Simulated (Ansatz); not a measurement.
# Work function of Cu(111): what the settings cost and change, part 2 of 2

Aim: the work function of Cu(111) across levels of theory at one geometry.

Ansatz 0.2.0; plane-wave DFT, PBE, Ansatz PAW (the session's first sound run).

So far, work function, upper face (eV): step 2 (run, setting PBE, Ansatz PAW (420 eV)) 4.82; step 4 (PBEsol) 4.94; step 5 (RPBE) 4.65; step 6 (r2SCAN) 4.85; step 7 (PBE JTH) 4.82.

## (8) Run

This step: plane-wave DFT, PBE, norm-conserving (Ansatz 0.2.0).

File input.yaml:

```yaml
crystal:
  lattice:
    - [2.5526554801, 0.0, 0.0]
    - [1.27632774, 2.2106644929, 0.0]
    - [0.0, 0.0, 30.5054068306]
  atoms:
    - { symbol: Cu, position: [0.0, 0.0, 0.2950296664] }
    - { symbol: Cu, position: [0.3333333333, 0.3333333333, 0.3633531109] }
    - { symbol: Cu, position: [0.6666666667, 0.6666666667, 0.4316765555] }
    - { symbol: Cu, position: [0.0, 0.0, 0.5] }
    - { symbol: Cu, position: [0.3333333333, 0.3333333333, 0.5683234445] }
    - { symbol: Cu, position: [0.6666666667, 0.6666666667, 0.6366468891] }
    - { symbol: Cu, position: [0.0, 0.0, 0.7049703336] }
kpoints:
  mp_grid: { grid: [18, 18, 1] }
hamiltonian:
  xc: pbe
  pseudopotentials: { kind: nc }
scf:
  occupations: { method: fermi_dirac, width: 0.1 }
  convergence: { dr2_threshold: 1.0e-09 }
efield:
  axis: 3
  dipole_correction: true
  ramp_position: 0.97
  ramp_width: 0.06
output:
  write_potential: true
  write_density: true
  volumetric_format: npy
```

Launch:

```
$ ansatz run input.yaml --threads 4 --pin off --max-ram 6144MiB --backend cpu --events-out ev --progress --plain --runs-dir out
```

Numbers of over 12 decimals in the logs are rounded to 6 here.

What it wrote:

```text
[...]
Crystal: 7 atoms, lattice volume = 172.144 Å³
Basis set: ecut = 1251.723767 eV, 17451 PW (Γ)
Bands: 80, of which v1, the nominal top of the filled ones, is band 67 counted from 1 (66 counted from 0)
Symmetry: 6 space group operations
k-points: 37 of 324 (time reversal used)
[...]
k-point 0: bands = [... 63 lower, 4.0951, 4.0951, 4.2529, 4.2529, 4.2889, 4.2889, 5.0853, 5.4273, ... 9 higher]
  k-point 1: bands = [... 63 lower, 4.0954, 4.0959, 4.1323, 4.2535, 4.2905, 4.3925, 5.3375, 5.7270, ... 9 higher]
  k-point 2: bands = [... 63 lower, 3.9580, 4.0976, 4.2542, 4.2547, 4.2950, 4.8137, 5.8566, 6.3825, ... 9 higher]
  k-point 36: bands = [... 63 lower, 9.1711, 9.1935, 9.1935, 9.3306, 9.5851, 9.5851, 10.2437, 10.2437, ... 9 higher]
[key lines of the parts left out:]
SCF converged after 9 iterations
Free energy (F): -36144.605369 eV
Fermi energy:    5.870147 eV
Dipole field:    D = 0.000000 V/Å  (p = 0.000000 e·Å, saw-weighted, corrected)
Work function:   Φ+ = 4.8185 eV   Φ− = 4.8185 eV
```

Wall time 3.2 min (4 threads of Arm Neoverse N1, shared host); peak memory 2.9 GiB; 12 min of CPU time.

The work function is 4.818 eV, +0.003 eV from the run “PBE, Ansatz PAW (420 eV)”, at 4.5 times its CPU time.

## (9) Run

This step: plane-wave DFT, LDA, norm-conserving (Ansatz 0.2.0).

Edit input.yaml of step 8 so:

```diff
@@ -16,3 +16,3 @@
 hamiltonian:
-  xc: pbe
+  xc: lda
   pseudopotentials: { kind: nc }
```

What it wrote:

```text
[...]
Crystal: 7 atoms, lattice volume = 172.144 Å³
Basis set: ecut = 1251.723767 eV, 17451 PW (Γ)
Bands: 80, of which v1, the nominal top of the filled ones, is band 67 counted from 1 (66 counted from 0)
Symmetry: 6 space group operations
k-points: 37 of 324 (time reversal used)
[...]
k-point 0: bands = [... 63 lower, 3.7231, 3.7231, 3.8840, 3.8840, 3.9203, 3.9203, 4.7091, 5.0555, ... 9 higher]
  k-point 1: bands = [... 63 lower, 3.7240, 3.7245, 3.7615, 3.8846, 3.9219, 4.0182, 4.9625, 5.3571, ... 9 higher]
  k-point 2: bands = [... 63 lower, 3.5845, 3.7259, 3.8799, 3.8859, 3.9265, 4.4372, 5.4815, 6.0150, ... 9 higher]
  k-point 36: bands = [... 63 lower, 8.7763, 8.7999, 8.7999, 8.9482, 9.2028, 9.2028, 9.8339, 9.8339, ... 9 higher]
[key lines of the parts left out:]
SCF converged after 9 iterations
Free energy (F): -36087.231291 eV
Fermi energy:    5.485844 eV
Dipole field:    D = -0.000000 V/Å  (p = -0.000000 e·Å, saw-weighted, corrected)
Work function:   Φ+ = 5.1928 eV   Φ− = 5.1928 eV
```

Wall time 2.9 min (4 threads); peak memory 2.9 GiB; 11 min of CPU time.

The work function is 5.193 eV, +0.377 eV from the run “PBE, Ansatz PAW (420 eV)”, at 4.1 times its CPU time.

## (10) Slab, setting PBE, all layers relaxed

This step: plane-wave DFT, PBE, Ansatz PAW (Ansatz 0.2.0).

Edit input.yaml of step 9 so:

```diff
@@ -16,4 +16,3 @@
 hamiltonian:
-  xc: lda
-  pseudopotentials: { kind: nc }
+  xc: pbe
 scf:
@@ -26,2 +25,5 @@
   ramp_width: 0.06
+relax:
+  f_tol: 0.01
+  max_steps: 40
 output:
```

What it wrote:

```text
[...]
Crystal: 7 atoms, lattice volume = 172.144 Å³
Basis set: ecut = 420 eV, 3443 PW (Γ), exchange–correlation on 36×36×432 points (8 copies of the dense FFT grid, shifted against one another)
Bands: 80, of which v1, the nominal top of the filled ones, is band 67 counted from 1 (66 counted from 0)
Symmetry: 6 space group operations
[...]
atoms:
    - { symbol: Cu, position: [7.959543738269848e-19, 0, 0.294130] }
    - { symbol: Cu, position: [0.333333, 0.333333, 0.362506] }
    - { symbol: Cu, position: [0.666667, 0.666667, 0.431147] }
    - { symbol: Cu, position: [0, 0, 0.500000] }
    - { symbol: Cu, position: [0.333333, 0.333333, 0.568853] }
    - { symbol: Cu, position: [0.666667, 0.666667, 0.637494] }
    - { symbol: Cu, position: [-7.95954490179694e-19, 0, 0.705870] }
[key lines of the parts left out:]
SCF converged after 11 iterations
Free energy (F): -46375.314057 eV
Fermi energy:    5.592250 eV
Dipole field:    D = -0.000000 V/Å  (p = -0.000000 e·Å, saw-weighted, corrected)
Work function:   Φ+ = 4.8167 eV   Φ− = 4.8167 eV
```

Wall time 1.7 min (4 threads); peak memory 0.77 GiB.

The relaxation took 3 steps and lowered the energy by 0.0016 eV; the largest force on the free atoms ends at 4.4e-4 eV/Å.

The work function is 4.817 eV, +0.001 eV from the run “PBE, Ansatz PAW (420 eV)”, at 2.3 times its CPU time.

## (11) Side by side

Times are for 4 threads of Arm Neoverse N1, shared host. The runs compared:

```
no.                         setting  work function, upper face (eV)     time  memory (GiB)
  1        PBE, Ansatz PAW (420 eV)                           4.815     49 s          0.87
  2        LDA, Ansatz PAW (420 eV)                           5.172     52 s          0.84
  3     PBEsol, Ansatz PAW (420 eV)                           4.939     54 s          0.86
  4       RPBE, Ansatz PAW (420 eV)                           4.645     51 s          0.86
  5     r2SCAN, Ansatz PAW (500 eV)                           4.848  2.5 min           1.3
  6          PBE, JTH PAW (1350 eV)                           4.818  4.4 min           3.6
  7  PBE, norm-conserving (1252 eV)                           4.818  3.2 min           2.9
  8  LDA, norm-conserving (1252 eV)                           5.193  2.9 min           2.9
  9         PBE, all layers relaxed                           4.817  1.7 min          0.77
```

## (12) The same run with other settings

An input spoilt on purpose, to show how the run answers: it repeats the earlier run “PBE, Ansatz PAW (420 eV)” with efield.ramp_width from 0.06 to 0.9, and scf.max_iter set to 50; its output block differs too.

Edit input.yaml of step 10 so:

```diff
@@ -20,2 +20,3 @@
   convergence: { dr2_threshold: 1.0e-09 }
+  max_iter: 50
 efield:
@@ -24,6 +25,3 @@
   ramp_position: 0.97
-  ramp_width: 0.06
-relax:
-  f_tol: 0.01
-  max_steps: 40
+  ramp_width: 0.9
 output:
```

What it wrote:

```text
Engine: ansatz 0.2.0, aarch64-unknown-linux-gnu
Pseudopotentials: kind: paw
Pseudopotential: Cu, paw, valence charge 19, recommended cutoff 420 eV (normal), Cu.paw.azcp
Functional definition: PBE
  parameter kappa = 0.804
  parameter beta = 0.066725
  exchange = pbe_x(kappa = kappa, mu = beta*pi^2/3)
  correlation = pbe_c(beta = beta)
Crystal: 7 atoms, lattice volume = 172.144 Å³
Basis set: ecut = 420 eV, 3443 PW (Γ)
Bands: 80, of which v1, the nominal top of the filled ones, is band 67 counted from 1 (66 counted from 0)
Symmetry: 6 space group operations
k-points: 37 of 324 (time reversal used)
Non-local potential: Cu, projectors of the file, l = 0: 3, l = 1: 2, l = 2: 3, l = 3: 1
PAW form: soft (Blöchl's): semilocal exchange-correlation on the pseudo side does not see the compensation charge
PAW one-centre angular grid: Cu, 590 points (default); XC on 64 Gauss nodes
Initial density: superposition of atomic densities (neutral atoms: chi_scale 0, normalization atom), corrected by the library's trained network
Initial wavefunctions: pseudopotential atomic-orbital guess
Functional: x = pbe(κ = 0.804, μ = 0.219515), c = pbe(β = 0.066725)
Error: efield: ion 0 (Cu) at fractional coordinate 0.2950 along the field axis lies inside the sawtooth ramp with 2 of the planes that the density is read on at each end, [0.9607, 0.8793] — the ramp must sit in vacuum (an ion there feels the fictitious reversed slope); set or move the ramp (efield.ramp_position / ramp_width) or move the geometry
```

Elapsed: 0.57 s, on 4 threads; peak memory 0.38 GiB.

The input was rejected at the start.

The program's message: “Error: efield: ion 0 (Cu) at fractional coordinate 0.2950 along the field axis lies inside the sawtooth ramp with 2 of the planes that the density is read on at each end, [0.9607, 0.8793] — the ramp m …”

The fault put into the input: a ramp so wide that it reaches the atoms.

## (13) What came out

```yaml
work_function_pbe_ansatz_paw_420_ev: 4.815 eV
work_function_lda_ansatz_paw_420_ev: 5.172 eV
work_function_rpbe_ansatz_paw_420_ev: 4.645 eV
work_function_r2scan_ansatz_paw_500_ev: 4.848 eV
work_function_lda_norm_conserving_1252_ev: 5.193 eV
work_function_pbe_all_layers_relaxed: 4.817 eV
```

In words: PBE on the default files gives 4.82 eV, and the settings tried spread the value from 4.65 to 5.19 eV. At one geometry LDA lies 0.36 eV above PBE. The choice of pseudopotentials moves the PBE value by 0.003 eV. Relaxing the layers changes it by +0.001 eV. The ladder's slabs use the tabulated experimental lattice constant (two decimals; a low-temperature value for the alkali metals).

Calculation against experiment:

```
                                               quantity  measured  PBE, Ansatz PAW (420 eV)  LDA, Ansatz PAW (420 eV)  PBEsol, Ansatz PAW (420 eV)  RPBE, Ansatz PAW (420 eV)  r2SCAN, Ansatz PAW (500 eV)  LDA, norm-conserving (1252 eV)  PBE, all layers relaxed
work function (clean (111) face, a compiled value) (eV)       4.9           4.82 (-0.08 eV)           5.17 (+0.27 eV)              4.94 (+0.04 eV)            4.65 (-0.25 eV)              4.85 (-0.05 eV)                 5.19 (+0.29 eV)          4.82 (-0.08 eV)
```

Measured values from arxiv:1902.07811 (2019).

**Verdict.** For the work function, of the levels listed nearest comes PBEsol, Ansatz PAW (420 eV) (+0.04 eV, good agreement) and farthest LDA, norm-conserving (1252 eV) (+0.29 eV, fair agreement). The grades are ours: good and fair within 3 and 7 % for the work function.

[Logs are printed without paths, hosts, clocks, repeated set-up lines and the standing remarks that a program may print on its own settings, such as how far it seeks lower states.]

[Hosts, paths, dates, database ids (printed as entryN), source tags and the programs' standing remarks are cut or masked in the printed files.]

[Maps of the electrostatic potential energy from Ansatz leave out the sawtooth potential of an applied field or a dipole correction, so their vacuum need not be flat; planar profiles and work functions include it.]
